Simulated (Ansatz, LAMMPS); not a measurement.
# Localised basis functions on ionic liquid triethylsulfonium Cl- with Li salt at 300 K (71 atoms)

Wanted: errors and times of a linear-scaling basis for ionic liquid triethylsulfonium Cl- with Li salt at 300 K (71 atoms). A setting counts as converged where the r.m.s. difference of forces stays under 1 % of the r.m.s. force.

Method: Kohn-Sham DFT, PBE+D3(BJ), PAW (set soft_2), plane waves, in Ansatz 0.2.0.

### 1. The structure

The cell holds 71 atoms: 18 C, 3 S, 45 H, 4 Cl and 1 Li. Its edges and angles: a = 9.127 Å, b = 9.127 Å, c = 9.127 Å, α = 90.0°, β = 90.0°, γ = 90.0°. 3 triethylsulfonium, 4 Cl-, 1 Li+ placed at random, at 1.11 g/cm³; overlaps pushed apart, then 10 ps at 700 K with Joung-Cheatham ions (J. Phys. Chem. B 112, 9020 (2008)); MMFF94 bonds, angles, torsions, charges and radii (Halgren, J. Comput. Chem. 17, 490 (1996)) in harmonic and 12-6 forms; charges of ions scaled by 0.8. Snapshot after 30 ps at 300 K and fixed volume.

Before any run, some limits are plain. The network of contacts between molecules at the start is that of the classical potential that made the cell, and needn't be the one that DFT or experiment would give. The density was typed from a rule of thumb and may lie off the real one at this temperature. Only the Γ point is sampled, in a cell whose shortest periodic width is 9 Å.

### 2. The classical run that made the cell

A classical potential supplies the starting structure, since it reaches far longer times than DFT.

This step: classical MD, Joung-Cheatham ions (J. Phys. Chem. B 112, 9020 (2008)); MMFF94 bonds, angles, torsions, charges and radii (Halgren, J. Comput. Chem. 17, 490 (1996)) in harmonic and 12-6 forms; charges of ions scaled by 0.8 (LAMMPS 22 Jul 2025 - Update 4).

in.lmp

```
# ionic liquid triethylsulfonium Cl- with Li salt
units real
atom_style full
boundary p p p
bond_style harmonic
angle_style harmonic
dihedral_style opls
improper_style harmonic
special_bonds lj 0 0 0.5 coul 0 0 0.75
read_data data.lmp
neigh_modify delay 0 every 1 check yes one 4000
comm_modify cutoff 12.0
timestep 0.5
thermo_style custom step time temp pe press density
thermo_modify norm yes
# push overlapping molecules apart
pair_style soft 2.6
pair_coeff * * 0.0
variable a equal ramp(1,60)
fix ad all adapt 1 pair soft a * * v_a
velocity all create 700 737534 mom yes dist gaussian
fix lim all nve/limit 0.03
fix lan all langevin 700 700 50 737535 zero yes
thermo 1000
run 3000 post no
unfix ad
pair_style lj/cut/coul/long 8.2
pair_modify mix arithmetic tail yes
pair_coeff 1 1 0.0678 3.3680   # C
pair_coeff 2 2 0.2681 3.6400   # S
pair_coeff 3 3 0.0216 2.5400   # H
pair_coeff 4 4 0.0128 4.8305   # Cl
pair_coeff 5 5 0.3367 1.4094   # Li
kspace_style pppm 1.0e-4
# [... 17 lines left out ...]
compute msd all msd com yes
thermo 7500
fix md all nvt temp 300 300 100
run 30000 post no
print "== T300: mean square displacement over the hold $(c_msd[4]:%.2f) A^2"
unfix md
uncompute msd
write_dump all custom T300.dump id type xs ys zs modify sort id
```

Launch:

```console
$ lmp -in in.lmp -log none -nocite
```

Output:

```text
LAMMPS (22 Jul 2025 - Update 4)
Reading data file ...
  orthogonal box = (0 0 0) to (9.12749 9.12749 9.12749)
  71 atoms
  orthogonal box = (0 0 0) to (9.12749 9.12749 9.12749)
  63 bonds
  117 angles
  135 dihedrals
WARNING: Bond/angle/dihedral extent > half of periodic box length
   Step          Time           Temp          PotEng         Press         Density
         0   0              700            0.36418953     9278.2973      1.1060011
      1000   500            535.45633      2.1202026      25480.587      1.1060011
      2000   1000           562.05487      2.4304019      33411.649      1.1060011
      3000   1500           590.18049      2.302472       32172.405      1.1060011
WARNING: Bond/angle/dihedral extent > half of periodic box length
Loop time of 0.176748 s on 1 MPI rank(s) for 3000 steps with 71 atoms
PPPM initialization ...
WARNING: System is not charge neutral, net charge = -0.0002
[... 33 lines left out ...]
Loop time of 2.1233 s on 1 MPI rank(s) for 10000 steps with 71 atoms
WARNING: Bond/angle/dihedral extent > half of periodic box length
   Step          Time           Temp          PotEng         Press         Density
[... 4 lines left out ...]
WARNING: Bond/angle/dihedral extent > half of periodic box length
Loop time of 1.03662 s on 1 MPI rank(s) for 5000 steps with 71 atoms
WARNING: Bond/angle/dihedral extent > half of periodic box length
   Step          Time           Temp          PotEng         Press         Density
[... 2 lines left out ...]
     30000   29000          243.86002     -3.0356874      18334.595      1.1060011
     37500   36500          334.93292     -3.2676073      1656.1084      1.1060011
     45000   44000          225.58971     -3.1538459      7472.2614      1.1060011
     47000   46000          298.62469     -3.1553199      16026.734      1.1060011
WARNING: Bond/angle/dihedral extent > half of periodic box length
Loop time of 5.94703 s on 1 MPI rank(s) for 30000 steps with 71 atoms
== T300: mean square displacement over the hold 1.91 A^2
```

Elapsed: 9.9 s, on 1 thread of Arm Neoverse V2, shared host; peak memory 0.12 GiB.

The input also reads data.lmp (atoms, bonds and types; not printed here).

### 3. Plane-wave single point

This run is the reference for what follows, at a cutoff of 420 eV.

input.yaml

```yaml
crystal:
  lattice:
    - [9.12749, 0.0, 0.0]
    - [0.0, 9.12749, 0.0]
    - [0.0, 0.0, 9.12749]
  atoms:
    - { symbol: C, position: [0.0579, 0.86146, 0.44135] }
    - { symbol: C, position: [0.0968, 0.01194, 0.38346] }
    - { symbol: S, position: [0.20185, 0.11418, 0.52431] }
    - { symbol: C, position: [0.21046, 0.27762, 0.41495] }
    - { symbol: C, position: [0.29503, 0.397, 0.49973] }
    - { symbol: C, position: [0.38106, 0.04472, 0.47415] }
    - { symbol: C, position: [0.43367, 0.90547, 0.55395] }
    - { symbol: H, position: [0.9745, 0.81975, 0.36954] }
    - { symbol: H, position: [0.14755, 0.78081, 0.43137] }
    - { symbol: H, position: [0.00485, 0.85469, 0.54695] }
    - { symbol: H, position: [0.15751, 0.01245, 0.279] }
    - { symbol: H, position: [0.99241, 0.07056, 0.36459] }
    - { symbol: H, position: [0.09901, 0.32367, 0.39677] }
    - { symbol: H, position: [0.26326, 0.25104, 0.31152] }
    - { symbol: H, position: [0.22656, 0.42613, 0.60759] }
    - { symbol: H, position: [0.30799, 0.49047, 0.43812] }
    - { symbol: H, position: [0.40534, 0.36513, 0.53052] }
    - { symbol: H, position: [0.46213, 0.13443, 0.5021] }
    - { symbol: H, position: [0.3875, 0.0362, 0.36347] }
    - { symbol: H, position: [0.42567, 0.92684, 0.67187] }
    - { symbol: H, position: [0.35739, 0.81866, 0.5367] }
    - { symbol: H, position: [0.54676, 0.87273, 0.51492] }
    - { symbol: C, position: [0.73982, 0.9405, 0.19575] }
    - { symbol: C, position: [0.77559, 0.88523, 0.0467] }
    - { symbol: S, position: [0.96671, 0.82118, 0.03704] }
    - { symbol: C, position: [0.92258, 0.62524, 0.08731] }
    - { symbol: C, position: [0.05257, 0.54679, 0.15977] }
    - { symbol: C, position: [0.98417, 0.80579, 0.84454] }
    - { symbol: C, position: [0.117, 0.7149, 0.82172] }
    - { symbol: H, position: [0.62473, 0.96853, 0.2039] }
    - { symbol: H, position: [0.7592, 0.85512, 0.28128] }
    - { symbol: H, position: [0.80835, 0.04105, 0.2178] }
    - { symbol: H, position: [0.70159, 0.79576, 0.02349] }
    - { symbol: H, position: [0.7711, 0.97471, 0.96705] }
    - { symbol: H, position: [0.88989, 0.56486, 0.99738] }
    - { symbol: H, position: [0.83614, 0.63377, 0.17132] }
    - { symbol: H, position: [0.02667, 0.44067, 0.21391] }
    - { symbol: H, position: [0.09383, 0.62792, 0.2376] }
    - { symbol: H, position: [0.13574, 0.51794, 0.07609] }
    - { symbol: H, position: [0.8798, 0.75933, 0.79358] }
    - { symbol: H, position: [0.00709, 0.92063, 0.79846] }
    - { symbol: H, position: [0.10537, 0.59899, 0.85027] }
    - { symbol: H, position: [0.20854, 0.75762, 0.87368] }
    - { symbol: H, position: [0.13256, 0.73177, 0.70719] }
    - { symbol: C, position: [0.31443, 0.09294, 0.95616] }
    - { symbol: C, position: [0.41104, 0.20232, 0.88031] }
    - { symbol: S, position: [0.44172, 0.3587, 0.00528] }
    - { symbol: C, position: [0.56709, 0.25853, 0.12691] }
    - { symbol: C, position: [0.63457, 0.3606, 0.23844] }
    - { symbol: C, position: [0.585, 0.44062, 0.88684] }
    - { symbol: C, position: [0.50852, 0.54165, 0.78333] }
    - { symbol: H, position: [0.28147, 0.02169, 0.86892] }
    - { symbol: H, position: [0.22258, 0.14502, 0.00418] }
    - { symbol: H, position: [0.37821, 0.0288, 0.0378] }
    - { symbol: H, position: [0.36241, 0.2515, 0.77967] }
    - { symbol: H, position: [0.51114, 0.16398, 0.8454] }
    - { symbol: H, position: [0.52184, 0.16671, 0.19055] }
    - { symbol: H, position: [0.64509, 0.21439, 0.05611] }
    - { symbol: H, position: [0.67731, 0.46656, 0.19755] }
    - { symbol: H, position: [0.55101, 0.38252, 0.31494] }
    - { symbol: H, position: [0.71756, 0.31566, 0.31441] }
    - { symbol: H, position: [0.66253, 0.49289, 0.94978] }
    - { symbol: H, position: [0.64898, 0.36314, 0.82733] }
    - { symbol: H, position: [0.5664, 0.5482, 0.68649] }
    - { symbol: H, position: [0.50917, 0.65289, 0.83036] }
    - { symbol: H, position: [0.40044, 0.50977, 0.76821] }
    - { symbol: Cl, position: [0.93342, 0.26798, 0.94692] }
    - { symbol: Cl, position: [0.87007, 0.51232, 0.52283] }
    - { symbol: Cl, position: [0.40435, 0.72571, 0.22192] }
    - { symbol: Cl, position: [0.77084, 0.11015, 0.61806] }
    - { symbol: Li, position: [0.89298, 0.32211, 0.69986] }
kpoints:
  mp_grid: { grid: [1, 1, 1] }
hamiltonian:
  xc: pbe
  dispersion: d3bj
scf:
  occupations: { method: fixed }
output:
  forces: true
  stress: true
  populations: true
  dos:
    method: { smearing: { sigma: 0.08 } }
    de: 0.1
    projected: { site_lists: { C: [C], Cl: [Cl], H: [H], Li: [Li], S: [S] } }
  eigenvalues: true
  write_density: true
  write_potential: true
  volumetric_format: npy
  elf: true
```

Launch:

```console
$ ansatz run input.yaml --threads 4 --pin off --max-ram 8192MiB --backend cpu --events-out ev --progress --plain --runs-dir out
```

Output:

```text
Engine: ansatz 0.2.0, aarch64-unknown-linux-gnu
Pseudopotentials: kind: paw
Pseudopotential: C, paw, valence charge 4, recommended cutoff 420 eV (normal), C.paw.azcp
Pseudopotential: S, paw, valence charge 6, recommended cutoff 420 eV (normal), S.paw.azcp
Pseudopotential: H, paw, valence charge 1, recommended cutoff 420 eV (normal), H.paw.azcp
Pseudopotential: Cl, paw, valence charge 7, recommended cutoff 420 eV (normal), Cl.paw.azcp
Pseudopotential: Li, paw, valence charge 3, recommended cutoff 420 eV (normal), Li.paw.azcp
[... 5 lines on functional and potentials left out ...]
Crystal: 71 atoms, lattice volume = 760.421 Å³
Basis set: ecut = 420 eV, 14795 PW (Γ), exchange–correlation on 128×128×128 points (8 copies of the dense FFT grid, shifted against one another)
Bands: 154, of which v1, the nominal top of the filled ones, is band 83 counted from 1 (82 counted from 0)
Symmetry: 1 space group operations
Space group: P1 (ITA 1), of the structure as read, at distance tolerance 9.1e-5 Å
k-points: 1
[... 11 lines on functional and potentials left out ...]
Initial density: superposition of atomic densities (neutral atoms: chi_scale 0, normalization atom), corrected by the library's trained network
Initial wavefunctions: pseudopotential atomic-orbital guess
Functional: x = pbe(κ = 0.804, μ = 0.219515), c = pbe(β = 0.066725)
SCF iter   1: F=—  HF=-12477.342192 eV  |F-HF|=—  |Δ(HF+E_count)|=         —  Δρ=3.85e-3  dr2=3.08e-1  ethr=1.77e-3  ⟨swp⟩=4.0  Hψ=566  notcnv=0  defer=67
preconditioner: auto → Resta (q_TF=auto, 2.117 Å⁻¹)  ε∞=2.4  [insulator: Δε(μ)=3.130 eV  Ē_g=14.599 eV  n_scr=122 (ndim 8)  ℏωp=17.2 eV  f_vac=0.121  ε∞_Penn≈2.4]
SCF iter   2: F=—  HF=-12477.254342 eV  |F-HF|=—  |Δ(HF+E_count)|=   8.78e-2  Δρ=1.99e-3  dr2=4.97e-2  ethr=1.86e-4  ⟨swp⟩=2.0  Hψ=199  notcnv=0  defer=69
SCF iter   3: F=—  HF=-12477.245636 eV  |F-HF|=—  |Δ(HF+E_count)|=   8.71e-3  Δρ=7.05e-4  dr2=5.90e-3  ethr=2.99e-5  ⟨swp⟩=2.0  Hψ=144  notcnv=0  defer=69
SCF iter   4: F=—  HF=-12477.245626 eV  |F-HF|=—  |Δ(HF+E_count)|=   9.97e-6  Δρ=2.52e-4  dr2=6.56e-4  ethr=3.56e-6  ⟨swp⟩=2.0  Hψ=173  notcnv=0  defer=69
SCF iter   5: F=—  HF=-12477.245678 eV  |F-HF|=—  |Δ(HF+E_count)|=   5.18e-5  Δρ=8.92e-5  dr2=8.02e-5  ethr=3.95e-7  ⟨swp⟩=2.0  Hψ=171  notcnv=0  defer=68
SCF iter   6: F=—  HF=-12477.246417 eV  |F-HF|=—  |Δ(HF+E_count)|=   7.39e-4  Δρ=2.27e-5  dr2=4.18e-6  ethr=4.83e-8  ⟨swp⟩=2.0  Hψ=221  notcnv=0  defer=65
SCF iter   7: F=—  HF=-12477.246422 eV  |F-HF|=—  |Δ(HF+E_count)|=   5.04e-6  Δρ=8.19e-6  dr2=6.77e-7  ethr=2.52e-9  ⟨swp⟩=2.0  Hψ=166  notcnv=0  defer=65
SCF iter   8: F=-12477.246423 eV  HF=-12477.246423 eV  |F-HF|=2.29e-8  |Δ(HF+E_count)|=   2.10e-7  Δρ=2.25e-6  dr2=4.79e-8  ethr=6.02e-11  ⟨swp⟩=19.0  Hψ=1531  notcnv=0
SCF 1 converged in 8 iterations: F = -12477.246423 eV  dr2 = 4.79e-8
  greatest PAW one-centre occupation: 1.000 electrons in one spin orbital (limit 2), on the Li atom at site 70 (counted from 0), in its partial waves of l = 0
SCF converged after 8 iterations
Free energy (F): -12477.246423 eV
Harris-Foulkes:  -12477.246423 eV  (|F-HF|=2.29e-8)
Internal energy: -12477.246423 eV  (E = F + TS)
E sigma→0 (E₀):  -12477.246423 eV
Fermi energy:    0.423147 eV
--- Per-component energies (eV) ---
  E_band       = -1177.428824
  E_kinetic    = 3262.616425
  E_local      = -8025.201138  (includes V_loc(G=0)·N_el)
  E_nonlocal   = 733.794423
  E_hartree    = 2693.340725
  E_xc         = -2005.975833
  E_vxc        = -2363.531658  (∫ρ·V_xc dr)
  E_paw        = -6274.728503  (= ΣΔE_a)
  E_vpaw       = -171.727282  (= ΣTr[D̂ρ^β])
  E_aug_tail   = -0.061576  (compensation charges beyond the density's cutoff)
  E_ewald      = -2856.686148
  E_disp       = -4.344797  (pairwise vdW)
  E_smearing   = -0.000000  (= −TS)
  E_closure    = -0.000000  (closes the sum)
  Σ components = -12477.246423   (vs F -12477.246423, Δ=0.00e0)
--- Forces (eV/Å), atoms counted from 1 ---
  atom   1  C      0.70741935    -0.70437290    -0.87493227
  atom   2  C     -0.99713464    -0.33249593     0.80194230
  atom   3  S     -0.38150331    -0.49416681    -1.91525805
  atom   4  C      0.20081536     1.99887853     0.90462607
  atom   5  C     -1.73133944    -1.74885973     2.93254365
  atom   6  C      2.06214752     0.69015495     3.70775194
  atom   7  C      0.06185459     0.78502078    -0.00820070
  atom   8  H     -0.58730309    -0.38316129    -0.50648756
  atom   9  H     -0.01071686     0.31808986     0.19094510
  atom  10  H     -0.04030361     0.44217469     0.49466115
  atom  11  H      0.25958388    -0.12104075     0.41059931
  atom  12  H      0.36461554     0.31182908     0.42224589
  atom  13  H      0.15980192    -0.60847248     0.12605534
  atom  14  H      0.00770314    -0.20367282    -0.26679190
[...]
atom  70  Cl     0.05242709     0.12429983    -0.01989934
  atom  71  Li    -0.30887142    -0.16992839    -0.23927298
  max |Σ_I F_I| component: 8.29e-5 eV/Å
--- Stress (GPa, compression-positive) ---
        1.449852       0.244649       0.336353
        0.244649       0.386549       1.808128
        0.336353       1.808127       1.795568
  P = ⅓ Tr σ = 1.2107 GPa (12.107 kbar)
--- Band table (eV) ---
  k-point 0: bands = ["-43.6604", "-17.5106", "-17.3803", "-17.2109", [... 138 levels ...], "10.2331", "10.2900", "10.4487", "10.4821", "10.5783", "10.6803", "10.7436", "10.8096", "10.8846", "10.9378", "11.0518", "11.1191"]
--- Löwdin populations: 71 sites ---
  site symbol       q [e]
     0      C      4.4536
     1      C      4.3195
     2      S      5.2101
[...]
70     Li      2.3000
  spilling = 0.012838 (of n_electrons = 166.000000)
```

Wall time 4.7 s (4 threads of Arm Neoverse V2, shared host); peak memory 0.74 GiB.

The run gave:

```yaml
free_energy: -12477.2464 eV
free_energy_per_atom: -175.7359 eV/atom
scf_cycles: 8
pressure: 1.211 GPa
r_m_s_force_component: 0.9683 eV/Å
longest_force: 4.298 eV/Å
fermi_energy: 0.4231 eV
spacing_of_highest_filled_and_lowest_empty_level: 2.543 eV
spilling_of_the_projection: 0.01284
```

The r.m.s. force component of 0.97 eV/Å and the pressure of 1.2 GPa set the scale for the differences below.

### 4. Support functions medium

With localised support functions most steps grow linearly with size, though the diagonalisation grows faster unless the density matrix is cut; this run measures error and cost at this size.

This step: Kohn-Sham DFT, PBE+D3(BJ), PAW (set soft_2), localised support functions (medium) (Ansatz 0.2.0).

input.yaml, the sections that differ from step 3:

```yaml
scf:
  occupations: { method: fixed }
  eigensolver: { kind: { support_functions: { accuracy: medium } } }
  max_iter: 150
output:
  forces: true
  eigenvalues: true
# crystal, kpoints, hamiltonian: as in step 3
```

Output:

```text
Warning: scf.eigensolver.kind.support_functions: disabling space-group detection — the functions' gradient is summed over unrotated k-points, so no spatial operation reduces the k-mesh or symmetrises the density; time reversal is kept, so that k and −k are solved as one point where they differ and the mesh holds both, and exact exchange and, on two spinor components, a DFT+U term hold to it where the run has them: [...]
settings of this run that can trade accuracy for cost: scf.eigensolver.kind.support_functions [...]
[...]
Crystal: 71 atoms, lattice volume = 760.421 Å³
Basis set: ecut = 420 eV, 14795 PW (Γ), exchange–correlation on 128×128×128 points (8 copies of the dense FFT grid, shifted against one another)
Bands: 100, of which v1, the nominal top of the filled ones, is band 83 counted from 1 (82 counted from 0)
Symmetry: 1 space group operations
k-points: 1
[...]
SCF iter   1: F=—  HF=-12501.227594 eV  |F-HF|=—  |Δ(HF+E_count)|=         —  Δρ=1.09e-1  dr2=1.14e2  ethr=1.00e-1
[...]
SCF iter  10: F=—  HF=-12477.456874 eV  |F-HF|=—  |Δ(HF+E_count)|=   7.83e-4  Δρ=1.72e-5  dr2=3.57e-6  ethr=5.75e-8  κ⁻¹=7.2e-7(r=7)
SCF iter  11: F=-12477.457433 eV  HF=-12477.457433 eV  |F-HF|=2.85e-9  |Δ(HF+E_count)|=   5.59e-4  Δρ=1.03e-5  dr2=1.13e-6  ethr=2.15e-9
SCF 1 converged in 11 iterations: F = -12477.462000 eV  dr2 = 1.13e-6
[...]
SCF converged after 11 iterations
Stability not checked: this state was not tested for a lower state beside it, because the mixer in use, unlike msr1, does not test its closes by its own steps (another_mixer; see scf.mixing.algorithm and scf.lower_state_search)
Free energy (F): -12477.462000 eV
[...]
Internal energy: -12477.462000 eV  (E = F + TS)
E sigma→0 (E₀):  -12477.462000 eV
Fermi energy:    0.422703 eV
[...]
Σ components = -12477.462000   (vs F -12477.462000, Δ=0.00e0)
--- Forces (eV/Å), atoms counted from 1 ---
  atom   1  C      0.70249380    -0.71704625    -0.87218030
  atom   2  C     -0.99998457    -0.32539210     0.79164193
  atom   3  S     -0.38082459    -0.49389731    -1.91672822
  atom   4  C      0.19496432     1.99780523     0.89375797
[...]
atom  71  Li    -0.30897467    -0.16999004    -0.23909806
  max |Σ_I F_I| component: 1.76e-3 eV/Å
--- Band table (eV) ---
[...]
```

It took 33 s on 4 threads; peak memory 1.6 GiB; 2.1 min of CPU time.

The program notes that the band table was not solved further than the SCF left it and it switched symmetry off.

Keys that differ from the reference: support_functions.accuracy = "medium" and scf.max_iter = 150.

Forces differ from the reference by 6.2 meV/Å r.m.s., 0.64 % of their size, within a tolerance of 1 %; the energy by -3.0 meV/atom. It took roughly 7.1 times the reference's time (one timing each, with unlike analyses asked), in 11 cycles against 8.

(Continued in part 2 of 4.)

[Long decimals in the printed logs are rounded to 6 places.]

[Logs are printed without paths, hosts, clocks, repeated set-up lines and the standing remarks that a program may print on its own settings, such as how far it seeks lower states.]

[Hosts, paths, dates, database ids (printed as entryN), source tags and the programs' standing remarks are cut or masked in the printed files.]

[The MMFF94 radii named for the starting cell were scaled by 0.96; in molecules described by MMFF94, hydrogen bound to N, O or S took a small fixed 12-6 site in their place.]
